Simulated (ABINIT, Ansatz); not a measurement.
# ZrZnF6 (Fm-3m): one start, several treatments of the self-energy, part 2 of 2

Wanted: the gap of ZrZnF6 (Fm-3m) under several approximations, with cost.

ABINIT 10.8.3; PBEsol and many-body steps on it, plane waves. Known limits of the many-body steps: not at the basis limit; d shell near the gap, gap tends to lie low; no spin-orbit coupling; coarse k mesh.

So far. Step 5 (G0W0, von der Linden-Horsch plasmon pole): Against G0W0 in ABINIT (2×2×2 mesh, 123 bands, screening to 114.3 eV, Godby-Needs plasmon pole), the gap moves by +0.359 eV. Step 6 (G0W0, Engel-Farid plasmon pole): Against G0W0 in ABINIT (2×2×2 mesh, 123 bands, screening to 114.3 eV, Godby-Needs plasmon pole), the gap moves by +0.123 eV.

## Step 7: One-shot COHSEX

This step: one-shot COHSEX on PBEsol, plane waves, norm-conserving pseudopotentials.

The input, run.abi:

```
acell 3*1.0 Angstrom
rprim 
  -0.000000000000 4.028896100000 4.028896100000
  4.028896100000 -0.000000000000 4.028896100000
  4.028896100000 4.028896100000 -0.000000000000
ntypat 3
znucl 40 30 9
natom 8
typat 1 2 3 3 3 3 3 3
xred 
  0.000000000000 0.000000000000 0.000000000000
  0.500000000000 0.500000000000 0.500000000000
  0.750139860000 0.249860140000 0.249860140000
  0.249860140000 0.750139860000 0.750139860000
  0.249860140000 0.750139860000 0.249860140000
  0.750139860000 0.249860140000 0.750139860000
  0.249860140000 0.249860140000 0.750139860000
  0.750139860000 0.750139860000 0.249860140000
pp_dirpath "pseudos"
pseudos "Zr.upf, Zn.upf, F.upf"
ecut 38
ngkpt 2 2 2
nshiftk 1
shiftk 0 0 0
kptopt 1
chksymbreak 0
istwfk *1
occopt 1
irdwfk 1
optdriver 4
nband 123
gwcalctyp 7
ecutsigx 38
symsigma 1
nkptgw 2
kptgw 
  0.5000000000 0.0000000000 0.0000000000
  0.0000000000 0.0000000000 0.0000000000
bdgw 
  36 40
  35 40
ecuteps 4.2
irdscr 1
indata_prefix "in"
outdata_prefix "out"
tmpdata_prefix "tmp"
```

On the command line:

```bash
OMP_NUM_THREADS=1 mpirun -n 4 abinit run.abi > log
```

Numbers of over 12 decimals in the logs are rounded to 6 here.

The log of the run:

```text
.Version 10.8.3 of ABINIT. v10.8.2 released Aug 2026.

 Symmetries : space group Fm -3 m (#225); Bravais cF (face-center cubic)
[... echo of the input left out ...]
== DATASET  1 ==================================================================
-   mpi_nproc: 4, omp_nthreads: 1 (-1 if OMP is not activated)

--- !DatasetInfo
iteration_state: {dtset: 1, }
dimensions: {natom: 8, nkpt: 3, mband: 123, nsppol: 1, nspinor: 1, nspden: 1, mpw: 9922, }
cutoff_energies: {ecut:  38.0, pawecutdg:  -1.0, }
[...]
Band     E0 <VxcDFT>   SigX SigC(E0)      Z dSigC/dE  Sig(E)    E-E0       E
[...]
39   4.770 -16.623 -10.168  -4.568   1.000   0.000 -14.736   1.887   6.657
       40   4.770 -16.623 -10.168  -4.568   1.000   0.000 -14.736   1.887   6.657

== END DATASET(S) ==============================================================
================================================================================

 -outvars: echo values of variables after computation  --------
           etotal      0.0000000000E+00
            nband         123
             nkpt           3
          spgroup         225
 [... the other variables as echoed above ...]

 Calculation completed.
```

It took 4.7 s on 4 MPI ranks of Arm Neoverse V2, shared host; peak memory 1.1 GiB; 18 s of CPU time.

Numbers from this step:

```yaml
quasiparticle_gap_on_the_points_computed: 11.74 eV
starting_gap_on_the_mesh: 6.313 eV
k_of_the_valence_top: 0.5, 0, 0
k_of_the_conduction_bottom: 0.5, 0, 0
least_direct_quasiparticle_gap_on_the_computed_points: 11.74 eV
```

Against G0W0 in ABINIT (2×2×2 mesh, 123 bands, screening to 114.3 eV, Godby-Needs plasmon pole), the gap moves by +0.593 eV.

## Step 8: One-shot Hartree-Fock

This step: one-shot Hartree-Fock on PBEsol, plane waves, norm-conserving pseudopotentials.

run.abi, as its differences from that of step 7:

```diff
@@ -30,4 +30,4 @@
 optdriver 4
-nband 123
-gwcalctyp 7
+nband 41
+gwcalctyp 5
 ecutsigx 38
@@ -41,4 +41,4 @@
   35 40
-ecuteps 4.2
-irdscr 1
+ixc_sigma 40
+fftgw 31
 indata_prefix "in"
```

The log of the run:

```text
.Version 10.8.3 of ABINIT. v10.8.2 released Aug 2026.

 Symmetries : space group Fm -3 m (#225); Bravais cF (face-center cubic)
[... echo of the input left out ...]
== DATASET  1 ==================================================================
-   mpi_nproc: 4, omp_nthreads: 1 (-1 if OMP is not activated)

--- !DatasetInfo
iteration_state: {dtset: 1, }
dimensions: {natom: 8, nkpt: 3, mband: 41, nsppol: 1, nspinor: 1, nspden: 1, mpw: 9922, }
cutoff_energies: {ecut:  38.0, pawecutdg:  -1.0, }
[...]
Band     E0 <VxcDFT>   SigX SigC(E0)      Z dSigC/dE  Sig(E)    E-E0       E
[...]
39   4.770 -16.623 -10.168   0.000   1.000   0.000 -10.168   6.455  11.225
       40   4.770 -16.623 -10.168   0.000   1.000   0.000 -10.168   6.455  11.225

== END DATASET(S) ==============================================================
================================================================================

 -outvars: echo values of variables after computation  --------
           etotal      0.0000000000E+00
            nband          41
             nkpt           3
          spgroup         225
 [... the other variables as echoed above ...]

 Calculation completed.
```

It took 4.3 s on 4 MPI ranks; peak memory 1.1 GiB; 17 s of CPU time.

This step gave:

```
quasiparticle gap on the points computed              : 20.32 eV
starting gap on the mesh                              : 6.313 eV
k of the valence top                                  : 0.5, 0, 0
k of the conduction bottom                            : 0.5, 0, 0
least direct quasiparticle gap on the computed points : 20.32 eV
```

Against G0W0 in ABINIT (2×2×2 mesh, 123 bands, screening to 114.3 eV, Godby-Needs plasmon pole), the gap moves by +9.168 eV.

## Step 9: Screening, 2×2×2 mesh, 123 bands, screening to 114.3 eV

This step: RPA screening on PBEsol, plane waves, norm-conserving pseudopotentials.

run.abi, as its differences from that of step 8:

```diff
@@ -29,16 +29,14 @@
 irdwfk 1
-optdriver 4
-nband 41
-gwcalctyp 5
-ecutsigx 38
-symsigma 1
-nkptgw 2
-kptgw 
-  0.5000000000 0.0000000000 0.0000000000
-  0.0000000000 0.0000000000 0.0000000000
-bdgw 
-  36 40
-  35 40
-ixc_sigma 40
-fftgw 31
+optdriver 3
+nband 123
+ecuteps 4.2
+inclvkb 2
+awtr 1
+symchi 1
+gwcalctyp 2
+nfreqre 16
+freqremax 40 eV
+nfreqim 8
+spmeth 1
+nomegasf 120
 indata_prefix "in"
```

The log of the run:

```text
.Version 10.8.3 of ABINIT. v10.8.2 released Aug 2026.

 Symmetries : space group Fm -3 m (#225); Bravais cF (face-center cubic)
[... echo of the input left out ...]
== DATASET  1 ==================================================================
-   mpi_nproc: 4, omp_nthreads: 1 (-1 if OMP is not activated)

--- !DatasetInfo
iteration_state: {dtset: 1, }
dimensions: {natom: 8, nkpt: 3, mband: 123, nsppol: 1, nspinor: 1, nspden: 1, mpw: 9922, }
cutoff_energies: {ecut:  38.0, pawecutdg:  -1.0, }
electrons: {nelect:   7.40000000E+01, charge:   0.00000000E+00, occopt:   1.00000000E+00, tsmear:   1.00000000E-02, }

 SCREENING: Calculation of the susceptibility and dielectric matrices

 Based on a program developped by R.W. Godby, V. Olevano, G. Onida, and L. Reining.
 Incorporated in ABINIT by V. Olevano, G.-M. Rignanese, and M. Torrent.
.Using double precision arithmetic ; gwpc =  8

[... cell and pseudopotentials left out ...]
--------------------------------------------------------------------------------

 ==== K-mesh for the wavefunctions ====
 Number of points in the irreducible wedge :     3
[... list of points left out ...]
 Together with 48 symmetry operations and time-reversal symmetry
 yields     8 points in the full Brillouin Zone.

 ==== Q-mesh for the screening function ====
 Number of points in the irreducible wedge :     3
[... list of points left out ...]
 Together with 48 symmetry operations and time-reversal symmetry
 yields     8 points in the full Brillouin Zone.

 setmesh: FFT mesh size selected  =    40x   40x   40
          total number of points  =        64000

 vcoul_init : cutoff-mode = AUXILIARY_FUNCTION
 q-points for optical limit:   1
     1)      0.000010    0.000020    0.000030

- screening: taking advantage of time-reversal symmetry
- Maximum band index for partially occupied states nbvw = 37
- Remaining bands to be divided among processors   nbcw = 86
- Number of bands treated by each node ~21

 Number of electrons calculated from density =   74.0000; Expected =   74.0000
 average of density, n =  0.083839
 r_s =    1.4174
 omega_plasma =   27.9305 [eV]

 calculating chi0 at frequencies [eV] :
  1    0.000000E+00    0.000000E+00
  2    2.666667E+00    0.000000E+00
  3    5.333333E+00    0.000000E+00
[...]
23    0.000000E+00    7.113418E+01
 24    0.000000E+00    1.001577E+02

--------------------------------------------------------------------------------
  q-point number  1        q = ( 0.000000, 0.000000, 0.000000) [r.l.u.]
--------------------------------------------------------------------------------
[... chi0 elements left out ...]
  [... further frequencies ...]

 No. of calculated frequencies >  15, stop printing
 For q-point:  0.000010 0.000020 0.000030
  dielectric constant =   2.1639
  dielectric constant without local fields =   2.3252

  Average fulfillment of the sum rule on Im[epsilon] for q-point    1 :     33.82  [%]
[... wings left out ...]
  q-point number  2        q = ( 0.500000, 0.000000, 0.000000) [r.l.u.]
--------------------------------------------------------------------------------
[... chi0 elements left out ...]
  [... further frequencies ...]

 No. of calculated frequencies >  15, stop printing
  Average fulfillment of the sum rule on Im[epsilon] for q-point    2 :     38.88  [%]

 [... 1 further q-points ...]
```

Run time: 39 s. Hardware: 4 MPI ranks; peak memory 2.4 GiB; 2.6 min of CPU time.

This step gave:

| Quantity | Value |
| --- | --- |
| ε∞ with local fields, on this mesh, along the program's q direction | 2.164 |
| the same without local fields | 2.325 |
| plasma frequency | 27.93 eV |
| plane waves in the screening matrix | 339 |

## Step 10: G0W0, contour deformation

This step: G0W0 on PBEsol, plane waves, norm-conserving pseudopotentials.

run.abi, as its differences from that of step 9:

```diff
@@ -29,14 +29,16 @@
 irdwfk 1
-optdriver 3
+optdriver 4
 nband 123
+gwcalctyp 2
+ecutsigx 38
+symsigma 1
+nkptgw 2
+kptgw 
+  0.5000000000 0.0000000000 0.0000000000
+  0.0000000000 0.0000000000 0.0000000000
+bdgw 
+  36 40
+  35 40
 ecuteps 4.2
-inclvkb 2
-awtr 1
-symchi 1
-gwcalctyp 2
-nfreqre 16
-freqremax 40 eV
-nfreqim 8
-spmeth 1
-nomegasf 120
+irdscr 1
 indata_prefix "in"
```

The log of the run:

```text
.Version 10.8.3 of ABINIT. v10.8.2 released Aug 2026.

 Symmetries : space group Fm -3 m (#225); Bravais cF (face-center cubic)
[... echo of the input left out ...]
== DATASET  1 ==================================================================
-   mpi_nproc: 4, omp_nthreads: 1 (-1 if OMP is not activated)

--- !DatasetInfo
iteration_state: {dtset: 1, }
dimensions: {natom: 8, nkpt: 3, mband: 123, nsppol: 1, nspinor: 1, nspden: 1, mpw: 9922, }
cutoff_energies: {ecut:  38.0, pawecutdg:  -1.0, }
[...]
Band     E0 <VxcDFT>   SigX SigC(E0)      Z dSigC/dE  Sig(E)    E-E0       E
[...]
40   4.770 -16.623 -10.168  -2.933   0.827  -0.209 -13.711   2.912   7.683
       40   0.000   0.000   0.000  -0.000   0.000   0.000  -0.000  -0.000  -0.000

== END DATASET(S) ==============================================================
================================================================================

 -outvars: echo values of variables after computation  --------
           etotal      0.0000000000E+00
            nband         123
             nkpt           3
          spgroup         225
 [... the other variables as echoed above ...]

 Calculation completed.
```

It took 8.9 s on 4 MPI ranks; peak memory 1.5 GiB; 35 s of CPU time.

Numbers from this step:

```yaml
g0w0_gap_on_the_points_computed: 11.07 eV
starting_gap_on_the_mesh: 6.313 eV
k_of_the_valence_top: 0.5, 0, 0
k_of_the_conduction_bottom: 0.5, 0, 0
least_direct_g0w0_gap_on_the_computed_points: 11.07 eV
```

Against G0W0 in ABINIT (2×2×2 mesh, 123 bands, screening to 114.3 eV, Godby-Needs plasmon pole), the gap moves by −0.075 eV.

## Step 11: Side by side

Times are wall times on 4 MPI ranks of Arm Neoverse V2, shared host, good to a factor of about two. A run's time includes the screening step that it read.

| run | mesh | bands | screening cutoff (eV) | DFT gap (eV) | gap on the mesh (eV) | direct (eV) | ε∞ used | time |
| --- | --- | --- | --- | --- | --- | --- | --- | --- |
| G0W0, Godby-Needs plasmon pole | 2×2×2 | 123 | 114.3 | 6.313 | 11.149 | 11.149 | 2.16 | 43 s |
| G0W0, von der Linden-Horsch plasmon pole | 2×2×2 | 123 | 114.3 | 6.313 | 11.508 | 11.508 | 2.16 | 40 s |
| G0W0, Engel-Farid plasmon pole | 2×2×2 | 123 | 114.3 | 6.313 | 11.272 | 11.272 | 2.16 | 40 s |
| one-shot COHSEX | 2×2×2 | 123 | 114.3 | 6.313 | 11.742 | 11.742 | 2.16 | 37 s |
| one-shot Hartree-Fock | 2×2×2 | - | - | 6.313 | 20.317 | 20.317 | - | 4.3 s |
| G0W0, contour deformation | 2×2×2 | 123 | 114.3 | 6.313 | 11.074 | 11.074 | 2.16 | 48 s |

## Step 12: Results

| Item | Value |
| --- | --- |
| G0W0, Godby-Needs plasmon pole | 11.149 eV |
| G0W0, von der Linden-Horsch plasmon pole | 11.508 eV |
| G0W0, Engel-Farid plasmon pole | 11.272 eV |
| one-shot COHSEX | 11.742 eV |
| one-shot Hartree-Fock | 20.317 eV |
| G0W0, contour deformation | 11.074 eV |
| known limits | not at the basis limit; d shell near the gap, gap tends to lie low; no spin-orbit coupling; coarse k mesh |

**Reading.** G0W0, von der Linden-Horsch plasmon pole: +0.359 eV against G0W0, Godby-Needs plasmon pole. G0W0, Engel-Farid plasmon pole: +0.123 eV against G0W0, Godby-Needs plasmon pole. One-shot COHSEX: +0.593 eV against G0W0, Godby-Needs plasmon pole. One-shot Hartree-Fock: +9.168 eV against G0W0, Godby-Needs plasmon pole. G0W0, contour deformation: −0.075 eV against G0W0, Godby-Needs plasmon pole. Bare exchange alone opens the gap to 20.32 eV; against G0W0, correlation takes back 9.17 eV. Static COHSEX lies above G0W0: it lacks the factor Z and overstates the Coulomb hole of the filled states. Bands and cutoff are finite, so the gap is not at the basis limit. The miss can reach some tenths of an eV and take either sign; the mesh is an error of its own. In the first G0W0 run levels were corrected at 2 k points alone, so a gap called «on the mesh» is the least over those, and an edge elsewhere would be missed. The 2×2×2 mesh is coarse for this cell, which bears on the long-range parts of exchange and screening. A d shell, filled or nearly so, lies near the gap. One-shot GW converges very slowly in bands there, not always from below, and on a semilocal start the gap tends to come out low; starts rich in exact exchange can overshoot instead. The many-body steps are scalar-relativistic: spin-orbit coupling is not in them.

[Paths, hosts, dates, memory and timing lines, banners, echoed tables and standing remarks are left out of the program output.]

[Logs are printed without paths, hosts, clocks, repeated set-up lines and the standing remarks that a program may print on its own settings, such as how far it seeks lower states.]

[Runs of the session that timed out or met a known fault of the program may be left out.]

[No measured gap is set beside runs whose start may be inverted or whose files or cutoffs have a known fault.]

[Hosts, paths, dates, database ids (printed as entryN), source tags and the programs' standing remarks are cut or masked in the printed files.]

[G0W0 gaps are taken among the corrected bands and points alone; a level outside them can change the order at an edge.]

[Where Ansatz stands beside ABINIT at settings called matched, ABINIT's density can come from a denser mesh and the files from another edition; pairs whose starting gaps differed by over 0.03 eV were left out, so agreement reads better than it is.]
